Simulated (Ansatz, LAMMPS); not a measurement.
# Glassy 66SiO2-6Al2O3-14Na2O-14Li2O (mol %) (109 atoms): support functions against a reference, part 3 of 3

Wanted: errors and times of a linear-scaling basis for glassy 66SiO2-6Al2O3-14Na2O-14Li2O (mol %) (109 atoms). A setting counts as converged where the r.m.s. difference of forces stays under 1 % of the r.m.s. force.

Ansatz 0.2.0; Kohn-Sham DFT, PBE, PAW (set soft_2), plane waves.

The cell: 23 Si, 4 Al, 10 Na, 10 Li and 62 O. The quench rate of 50 K/ps is many orders above laboratory rates. The network of bonds at the start is that of the classical potential that made the cell. The Brillouin zone is sampled at Γ only, in a cell whose shortest periodic width is 11 Å.

So far, density (g/cm³): step 9 (the reference in detail) 2.50.

## 10. Distances and neighbours

These statistics describe the geometry on which the runs were made.

Density 2.50 g/cm³, 12.45 Å³ an atom.

Pair distribution functions g(r), in bins of 0.2 Å:

| r (Å) | total | O-O | O-Si | O-Li | O-Na | O-Al | Si-Si |
| --- | --- | --- | --- | --- | --- | --- | --- |
| 1.50 | 1.33 | 0.00 | 5.55 | 0.00 | 0.00 | 0.00 | 0.00 |
| 1.70 | 2.36 | 0.00 | 7.93 | 0.00 | 0.00 | 10.98 | 0.00 |
| 1.90 | 0.38 | 0.00 | 0.00 | 3.67 | 0.00 | 0.00 | 0.00 |
| 2.10 | 0.36 | 0.00 | 0.00 | 2.84 | 0.18 | 0.51 | 0.00 |
| 2.30 | 0.27 | 0.00 | 0.00 | 0.48 | 1.96 | 0.00 | 0.00 |
| 2.50 | 1.17 | 2.34 | 0.00 | 0.55 | 2.71 | 0.00 | 0.00 |
| 2.70 | 1.38 | 3.56 | 0.00 | 0.00 | 1.34 | 0.00 | 0.00 |
| 2.90 | 0.81 | 0.93 | 0.00 | 0.51 | 1.53 | 0.00 | 0.94 |
| 3.10 | 1.14 | 0.91 | 0.27 | 1.08 | 0.80 | 0.44 | 4.82 |
| 3.30 | 0.91 | 0.69 | 0.66 | 0.31 | 0.56 | 1.96 | 0.97 |
| 3.50 | 0.86 | 0.78 | 1.08 | 1.21 | 0.64 | 0.52 | 0.00 |
| 3.70 | 1.04 | 0.74 | 1.87 | 1.01 | 0.77 | 0.79 | 0.15 |
| 3.90 | 1.04 | 0.74 | 1.65 | 1.27 | 0.46 | 1.28 | 0.94 |
| 4.10 | 1.23 | 0.83 | 1.92 | 1.14 | 1.19 | 1.94 | 0.72 |
| 4.30 | 1.11 | 0.76 | 1.50 | 1.32 | 0.98 | 1.29 | 1.67 |
| 4.50 | 1.04 | 0.82 | 1.08 | 1.38 | 1.42 | 1.85 | 1.31 |
| 4.70 | 0.94 | 1.27 | 0.64 | 0.47 | 1.66 | 0.60 | 1.10 |
| 4.90 | 1.06 | 1.44 | 0.70 | 1.05 | 0.95 | 0.36 | 1.19 |
| 5.10 | 1.00 | 1.32 | 0.58 | 0.94 | 1.31 | 0.84 | 0.86 |
| 5.30 | 0.95 | 1.26 | 0.81 | 0.93 | 0.75 | 0.63 | 1.09 |

Bonds by pair of elements; cutoffs follow the first minimum of g(r), held within bounds set by covalent radii, and pairs that aren't listed don't count as bonded:

| pair A-B | cutoff (Å) | bonds | mean length (Å) | spread (Å) | shortest (Å) | B about A | A about B |
| --- | --- | --- | --- | --- | --- | --- | --- |
| O-Si | 2.08 | 92 | 1.61 | 0.036 | 1.52 | 1.48 | 4 |
| O-Li | 2.38 | 32 | 2.02 | 0.102 | 1.90 | 0.516 | 3.2 |
| O-Na | 2.77 | 43 | 2.47 | 0.15 | 2.19 | 0.694 | 4.3 |
| O-Al | 2.19 | 16 | 1.75 | 0.088 | 1.67 | 0.258 | 4 |

The cutoffs for O-Li and O-Na fall short of the minimum of g(r), so counts run low and odd coordinations can be artefacts.

How many atoms have how many bonded neighbours:

| element | mean | 2 | 3 | 4 | 5 |
| --- | --- | --- | --- | --- | --- |
| Al | 4 | 0 | 0 | 4 | 0 |
| Li | 3.2 | 0 | 8 | 2 | 0 |
| Na | 4.3 | 1 | 0 | 4 | 5 |
| O | 2.95 | 25 | 21 | 10 | 6 |
| Si | 4 | 0 | 0 | 23 | 0 |

Oxygen atoms by the number of network formers (Si, P, Ge, B, Al, As, Ga) bound to them:

| network formers bound to O | O atoms | per cent |
| --- | --- | --- |
| 0 | 0 | 0 |
| 1 | 17 | 27.4 |
| 2 | 44 | 71 |
| 3 | 1 | 1.6 |

Network units: each former by its oxygen neighbours and how many of them bridge to another former:

| former | O neighbours | bridging O | atoms |
| --- | --- | --- | --- |
| Si | 4 | 2 | 2 |
| Si | 4 | 3 | 12 |
| Si | 4 | 4 | 9 |
| Al | 4 | 3 | 1 |
| Al | 4 | 4 | 3 |

Rings of the network by King's shortest-path rule, up to 12 atoms, one path for each pair of neighbours; H, halogens, alkali and alkaline-earth atoms are left out:

| ring size (atoms) | rings | per network atom |
| --- | --- | --- |
| 6 | 1 | 0.011 |
| 8 | 3 | 0.034 |
| 10 | 6 | 0.067 |
| 12 | 8 | 0.09 |

First main peaks of g(r), for some of the pairs, lie near 2.6 Å (O-O), 1.6 Å (O-Si), 2.0 Å (O-Li), 2.4 Å (O-Na), 1.7 Å (O-Al) and 3.1 Å (Si-Si). 71 % of the oxygens bridge two formers and 27 % are non-bridging; 2 % join three. The commonest Si unit has 4 oxygens, 3 of them shared with other formers (12 of 23 atoms). Rings of 12 atoms are the most common (44 % of those counted); sizes run from 6 to 12, where the search stops.

Local excerpt of 11 atoms (numbers count through the whole input) about O69, which bears the longest force; x, y, z are measured from there.

| atom | x | y | z | distance (Å) | bonds | Löwdin charge (e) | Fx | Fy | Fz (eV/Å) |
| --- | --- | --- | --- | --- | --- | --- | --- | --- | --- |
| O69 | 0.00 | 0.00 | 0.00 | 0.00 | 5 | -1.04 | 2.47 | 1.57 | 0.72 |
| Si18 | -1.26 | -0.73 | -0.64 | 1.59 | 4 | 1.61 | -0.14 | 0.62 | 1.07 |
| Li38 | 0.43 | 0.26 | 1.89 | 1.95 | 4 | 0.77 | -0.54 | -0.64 | 0.13 |
| Na36 | 0.45 | 0.93 | -2.16 | 2.39 | 5 | 0.81 | -0.33 | -0.06 | -0.26 |
| Na30 | 1.99 | -1.41 | 0.12 | 2.44 | 5 | 0.81 | 0.02 | -0.12 | 0.33 |
| O65 | -0.60 | -1.65 | -1.82 | 2.53 | 3 | -0.90 | -0.09 | -0.68 | -1.68 |
| Na31 | 1.95 | 1.60 | 0.30 | 2.54 | 5 | 0.79 | 0.24 | -0.06 | -0.28 |
| O68 | -2.13 | 0.47 | -1.42 | 2.61 | 3 | -0.82 | 0.36 | -0.24 | -1.49 |
| O109 | -2.18 | -1.43 | 0.35 | 2.63 | 2 | -0.94 | -1.61 | -1.25 | 1.60 |
| O92 | 2.04 | -0.74 | -2.18 | 3.07 | 4 | -0.89 | -0.81 | 0.39 | 0.94 |
| O78 | -0.54 | -1.26 | 2.81 | 3.13 | 4 | -1.00 | -1.59 | 1.86 | -0.05 |

## 11. Results

```
free energy per atom                             : -632.8518 eV/atom
pressure                                         : 6.16 GPa
r.m.s. force component                           : 0.8748 eV/Å
gap (highest filled to lowest empty level) : 2.457 eV
wall time of the 5 DFT runs                      : 7.5 min
```

What this shows: Against plane waves at 420 eV, the forces differ by 0.40 meV/Å (0.046 %) with support functions medium. At 109 atoms the fastest of the runs at a preset level, support functions low, takes roughly 5.0 times the time of plane waves (whose run also made extra analyses), in 13 SCF cycles against 9. Differences between support functions and plane waves include what basis error the plane-wave run still has.

Between filled and empty levels lie 2.46 eV (at Γ alone); a semilocal functional tends to put such gaps too low. In a disordered cell it changes from sample to sample, and tail or defect levels can set it. Forces differ by site in this geometry: O atoms with 5 neighbours bear 2.5 eV/Å on average, against 1.1 eV/Å for those with 2. 71 % of the oxygens bridge two formers and 27 % are non-bridging; 2 % join three.

Caveats: The geometry was minimised with a classical potential and isn't relaxed at this level: its force components are 0.87 eV/Å r.m.s. The stress is far from hydrostatic: its diagonal is 6.8, 7.8, 4.0 GPa, compression counted positive. The pressure of 6.2 GPa belongs to unrelaxed atoms and would change as they relax.

[Long decimals in the printed logs are rounded to 6 places.]

[Logs are printed without paths, hosts, clocks, repeated set-up lines and the standing remarks that a program may print on its own settings, such as how far it seeks lower states.]

[Hosts, paths, dates, database ids (printed as entryN), source tags and the programs' standing remarks are cut or masked in the printed files.]
